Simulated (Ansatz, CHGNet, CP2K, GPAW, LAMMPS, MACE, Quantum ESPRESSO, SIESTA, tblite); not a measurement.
# CP2K runs on amorphous SiO1.9 (78 atoms), part 2 of 2

How do the settings of CP2K change the result for amorphous SiO1.9 (78 atoms)? A plane-wave run serves as the yardstick.

Program: CP2K 2026.2; the method stands at each step. Banners, paths, timers and routine set-up lines are dropped from the logs unmarked, and long logs keep their key lines alone; longer cuts are marked.

So far. Step 2 (PBE, DZVP-UZH, 600/50 Ry, diagonalisation): Forces lie 6.5 % from the reference's, at 4.6 times its CPU time. Step 3 (PBE, DZVP-MOLOPT-SR, 600/50 Ry, diagonalisation): Against the first run (6.5 %), the force difference from the reference is 9.3 %, at 0.72 times the CPU time, with 1014 basis functions against 1014; this set comes with other potentials too, so the change isn't the basis's alone.

## 4. PBE, SZV-MOLOPT-SR, 600/50 Ry, diagonalisation

Method: Kohn-Sham DFT, PBE, GTH-PBE pseudopotentials, Gaussian and plane waves, SZV-MOLOPT-SR-GTH, diagonalisation.

Input file input.inp:

```
&GLOBAL
  PROJECT cell
  RUN_TYPE ENERGY_FORCE
  PRINT_LEVEL LOW
&END GLOBAL
&FORCE_EVAL
  METHOD QS
  STRESS_TENSOR ANALYTICAL
  &DFT
    BASIS_SET_FILE_NAME BASIS_MOLOPT
    POTENTIAL_FILE_NAME GTH_POTENTIALS
    &MGRID
      CUTOFF 600
      REL_CUTOFF 50
      NGRIDS 5
    &END MGRID
    &QS
      EPS_DEFAULT 1.0E-12
    &END QS
    &SCF
      SCF_GUESS ATOMIC
      EPS_SCF 5.0E-06
      MAX_SCF 200
      ADDED_MOS 14
      &DIAGONALIZATION
        ALGORITHM STANDARD
      &END DIAGONALIZATION
      &SMEAR ON
        METHOD FERMI_DIRAC
        ELECTRONIC_TEMPERATURE [K] 580
      &END SMEAR
      &MIXING
        METHOD BROYDEN_MIXING
        ALPHA 0.3
        NBROYDEN 12
      &END MIXING
      &PRINT
        &RESTART OFF
        &END RESTART
      &END PRINT
    &END SCF
    &XC
      &XC_FUNCTIONAL PBE
      &END XC_FUNCTIONAL
    &END XC
    &PRINT
      &MULLIKEN ON
      &END MULLIKEN
      &HIRSHFELD ON
        SHAPE_FUNCTION DENSITY
      &END HIRSHFELD
      &MO ON
        EIGENVALUES T
        OCCUPATION_NUMBERS T
        MO_INDEX_RANGE 196 219
        &EACH
          QS_SCF 0
        &END EACH
        ADD_LAST NUMERIC
      &END MO
    &END PRINT
  &END DFT
  &SUBSYS
    &CELL
      A 10.50180 0.00000 0.00000
      B 0.00000 10.50180 0.00000
      C 0.00000 0.00000 10.50180
    &END CELL
    &COORD
      SCALED
      Si 0.13949 0.67691 0.28768
      Si 0.26616 0.73835 0.02423
      Si 0.42674 0.33358 0.86693
      Si 0.13626 0.12259 0.30697
      Si 0.79317 0.00571 0.98721
      Si 0.08622 0.99630 0.03311
      Si 0.90463 0.79543 0.58626
      Si 0.14865 0.48537 0.52652
      Si 0.84522 0.72206 0.30151
      Si 0.73878 0.55365 0.07421
      Si 0.45372 0.06050 0.79538
      Si 0.86836 0.52579 0.48153
      Si 0.75350 0.75466 0.83709
      Si 0.35770 0.30837 0.40302
      Si 0.93560 0.34376 0.23531
      Si 0.18181 0.18703 0.80857
      Si 0.78838 0.08864 0.53442
      Si 0.69545 0.97859 0.26640
      Si 0.84826 0.30018 0.94654
      Si 0.30251 0.58727 0.76182
[... 54 atom lines left out ...]
      O 0.72833 0.83430 0.30487
      O 0.55227 0.98150 0.20326
      O 0.17119 0.86410 0.98449
      O 0.48991 0.21324 0.76722
    &END COORD
    &KIND Si
      BASIS_SET SZV-MOLOPT-SR-GTH-q4
      POTENTIAL GTH-PBE-q4
    &END KIND
    &KIND O
      BASIS_SET SZV-MOLOPT-SR-GTH-q6
      POTENTIAL GTH-PBE-q6
    &END KIND
  &END SUBSYS
  &PRINT
    &FORCES ON
    &END FORCES
    &STRESS_TENSOR ON
    &END STRESS_TENSOR
  &END PRINT
&END FORCE_EVAL
```

On the command line:

```
$ OMP_NUM_THREADS=2 cp2k.psmp -i input.inp > output.txt
```

Numbers of over 12 decimals in the logs are rounded to 6 here.

The program printed:

```text
CP2K| version string:                                       CP2K version 2026.2
 CP2K| Input file name                                                 input.inp
 GLOBAL| Basis set file name                                        BASIS_MOLOPT
 GLOBAL| Potential file name                                      GTH_POTENTIALS
 GLOBAL| Run type                                                   ENERGY_FORCE
 GLOBAL| Total number of message passing processes                             1
 GLOBAL| Number of threads for this process                                    2
 TOTAL NUMBERS AND MAXIMUM NUMBERS
  Total number of            - Atomic kinds:                                   2
                             - Atoms:                                         78
[... lines left out ...]
                        Smear method:                                FERMI_DIRAC
[... lines left out ...]
 Number of electrons:                                                        414
[... lines left out ...]
  Step     Update method      Time    Convergence         Total energy    Change
[... lines left out ...]
  *** SCF run converged in    26 steps ***
[... lines left out ...]
  Fermi energy:                                                 0.259225
  Total energy:                                              -920.715481
  Total energy (extrapolated to T->0):                       -920.712184
[... lines left out ...]
 MO| E(Fermi):            0.259225 a.u.          7.053876 eV
[... lines left out ...]
 !-----------------------------------------------------------------------------!
 !-----------------------------------------------------------------------------!
                           Hirshfeld Charges
  #Atom  Element  Kind  Ref Charge     Population                    Net charge
      1       Si     1       4.000          3.333                         0.667
      2       Si     1       4.000          3.314                         0.686
      3       Si     1       4.000          3.374                         0.626
[...]
77       O      2       6.000          6.376                        -0.376
     78       O      2       6.000          6.241                        -0.241
  Total Charge                                                           -0.000
 !-----------------------------------------------------------------------------!
 ENERGY| Total FORCE_EVAL ( QS ) energy [hartree]           -920.715484
 FORCES| Atomic forces [hartree/bohr]
 FORCES|   Atom     x               y               z               |f|
 FORCES|      1  3.73794419E-02 -1.90752256E-03 -1.89193196E-02   4.19380731E-02
 FORCES|      2 -7.46511905E-02 -1.75937130E-02 -5.13204412E-02   9.22828623E-02
 FORCES|      3  1.43421994E-02  6.02514048E-02  4.35927066E-02   7.57380653E-02
[...]
FORCES|     77 -1.55252627E-02  1.79001025E-02  8.96383965E-03   2.53337300E-02
 FORCES|     78  3.18983152E-02  1.91551865E-02 -7.30203466E-03   3.79175868E-02
 FORCES| Sum    -1.10221809E-02 -2.36734062E-03  1.80227248E-02
 FORCES| Total atomic force                                       2.12582074E-02
 STRESS| Analytical stress tensor [bar]
 STRESS|                        x                   y                   z
 STRESS|      x        2.33014589927E+05   1.35848621834E+04  -1.02849206975E+04
 STRESS|      y        1.35848621834E+04   2.04700070876E+05  -1.06591787268E+04
 STRESS|      z       -1.02849206975E+04  -1.06591787268E+04   2.15569216256E+05
 STRESS| 1/3 Trace                                             2.17761292353E+05
```

Elapsed: 2.2 min, on 2 threads of Arm Neoverse V1, shared host; peak memory 3.3 GiB; 3.7 min of CPU time.

Numbers from this run, and their distance from the reference:

* r.m.s. force component: 1.649 eV/Å
* r.m.s. difference of force components: 721 meV/Å
* longest difference of force vectors: 2958 meV/Å
* force difference over r.m.s. force: 53 %
* slope of forces against the reference's: 1.094
* correlation of force components: 0.9027
* pressure: 21.78 GPa
* pressure difference: 22.93 GPa

This is a coarse setting, run to see what it loses.

Against the first run (6.5 %), the force difference from the reference is 53 %, at 0.60 times the CPU time (on 2 against 4 cores) (26 SCF steps against 18), with 312 basis functions against 1014; this set comes with other potentials too, so the change isn't the basis's alone.

The forces add up to 1.1 eV/Å instead of zero, usually a sign of too coarse a grid.

## 5. The ladder

Differences are against the plane-wave reference, forces as r.m.s. over components; share is that over the reference's r.m.s. force, slope the least-squares factor from reference forces to these. Total energies of different programs have different zeros and aren't compared.

```
                                                         run  Δ force, r.m.s. (meV/Å)  share (%)  slope  Δ pressure (GPa)  cores  CPU time  memory (GiB)
                                                   reference                        -          -      -                 -      4      82 s           1.2
              CP2K PBE, DZVP-UZH, 600/50 Ry, diagonalisation                     87.9       6.46  0.995             0.977      4   6.2 min           4.4
        CP2K PBE, DZVP-MOLOPT-SR, 600/50 Ry, diagonalisation                      126       9.27  0.987              1.28      4   4.5 min           4.4
CP2K PBE, SZV-MOLOPT-SR, 600/50 Ry, diagonalisation (coarse)                      721       53.0  1.094              22.9      2   3.7 min           3.3
```

Rows marked coarse were listed beforehand as settings not expected to be converged; some can still land near the reference.

CPU time is summed over cores on a shared host, where runs went side by side, so it is rough. Symmetry, cutoffs, thresholds, outputs and thread counts weren't matched or tuned between programs; memory under MPI is the largest rank's times the ranks.

Mean charges by element (e), by run and scheme:

```
                                                 run     scheme     Si      O
                                           reference     Löwdin  +1.66  -0.77
      CP2K PBE, DZVP-UZH, 600/50 Ry, diagonalisation   Mulliken  +1.00  -0.53
      CP2K PBE, DZVP-UZH, 600/50 Ry, diagonalisation  Hirshfeld  +0.52  -0.28
CP2K PBE, DZVP-MOLOPT-SR, 600/50 Ry, diagonalisation   Mulliken  +0.85  -0.45
CP2K PBE, DZVP-MOLOPT-SR, 600/50 Ry, diagonalisation  Hirshfeld  +0.53  -0.28
```

The reference's Löwdin charges lack the electrons that the projection spills, 0.074 e an atom on average.

## 6. Summary of results

| Item | Value |
| --- | --- |
| nearest in forces | CP2K PBE, DZVP-UZH, 600/50 Ry, diagonalisation, 6.5 % |
| its CPU time | 6.2 min |

**Reading.** The PBE runs in local orbitals, coarse settings apart, differ by 6.5 % (CP2K PBE, DZVP-UZH, 600/50 Ry, diagonalisation) to 9.3 % (CP2K PBE, DZVP-MOLOPT-SR, 600/50 Ry, diagonalisation); basis, grid and potentials can all enter. Runs with settings chosen to be coarse differ by 53 % (CP2K PBE, SZV-MOLOPT-SR, 600/50 Ry, diagonalisation), their programs' other errors included. None of the electronic-structure runs in the table takes under half the reference's CPU time of 82 s; they take 2.7 to 4.6 times as much. In pressure, CP2K PBE, SZV-MOLOPT-SR, 600/50 Ry, diagonalisation misses by +22.9 GPa, at the same functional. Charges hang on scheme and program or settings: among these rows the mean for Si runs from +0.52 to +1.66 e. The quench rate of 20 K/ps is many orders above laboratory rates, so the cell is likely richer in defects and strain than a real sample. The network of bonds at the start is that of the classical potential that made the cell, and needn't be the one that DFT or experiment would give. The reference's stress is far from hydrostatic: its diagonal is 2.8, -3.6, -2.6 GPa, compression counted positive. The electronic-structure runs sample only Γ, in a cell whose shortest periodic width is 11 Å, which is coarse for a cell with partly filled levels.

[Also dropped from logs without a mark: logging warnings of Python, and SIESTA's first energy breakdown and zero terms.]

[Logs are printed without paths, hosts, clocks, repeated set-up lines and the standing remarks that a program may print on its own settings, such as how far it seeks lower states.]

[Hosts, paths, dates, database ids (printed as entryN), source tags and the programs' standing remarks are cut or masked in the printed files.]
